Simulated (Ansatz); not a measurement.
The compound is MnTlF3 (cubic perovskite) (Pm-3m).

The structure was built from a prototype and need not be the compound's stable phase.

It takes space group Pm-3m (No. 221, cubic). Conventional cell: a = 3.950 Å, b = 3.950 Å, c = 3.950 Å, α = 90.00°, β = 90.00°, γ = 90.00°. Tl has 12 F at 2.79 Å nearest. Mn has 6 F at 1.97 Å nearest. Nearest to F lie 2 Mn at 1.97 Å. Farther neighbours and most contacts between anions are not listed.

```
Tl Mn F
1.0
     0.00000   -3.94995    0.00000
     0.00000    0.00000    3.94995
    -3.94995    0.00000    0.00000
Tl Mn F
1 1 3
Cartesian
  0.0000 0.0000 0.0000
  -1.9750 -1.9750 1.9750
  0.0000 -1.9750 1.9750
  -1.9750 -1.9750 0.0000
  -1.9750 0.0000 1.9750
```

The structure was relaxed with LDA. The structure type comes from a generator and need not be one that this composition takes. The structure was generated from a model, not taken from a measurement. The runs that relaxed it are not among those shown. The program's search for lower electronic states was switched off, so nothing shows that the state found is the lowest. Spin-orbit coupling is left out unless a run names it. PAW set soft_2, made with PBE.

A constrained-RPA run (Ansatz 0.2.0; non-magnetic LDA; Mn d, bands v3 to c2, 4×4×4 mesh, medium accuracy) builds 5 functions on bands 3.1 eV wide, with 5.0 electrons in the window. The bare on-site interaction is 19.5 eV and the bare J 0.65 eV.

Q: Estimate U, U′ and J.

On the Mn d shell, U = 5.58 eV (29 % of the bare value), U′ = 4.52 eV, J = 0.52 eV.

The parent state is non-magnetic and the interaction static (zero frequency); U depends on the window and the orbitals, so it belongs to this model alone. Spin-orbit coupling, which is strong for atoms this heavy, is left out.

[Paths, hosts, dates, memory and timing lines, banners, echoed tables and standing remarks are left out of the program output.]

[Logs are printed without paths, hosts, clocks, repeated set-up lines and the standing remarks that a program may print on its own settings, such as how far it seeks lower states.]

[Runs of the session that timed out or met a known fault of the program may be left out.]

[Hosts, paths, dates, database ids (printed as entryN), source tags and the programs' standing remarks are cut or masked in the printed files.]
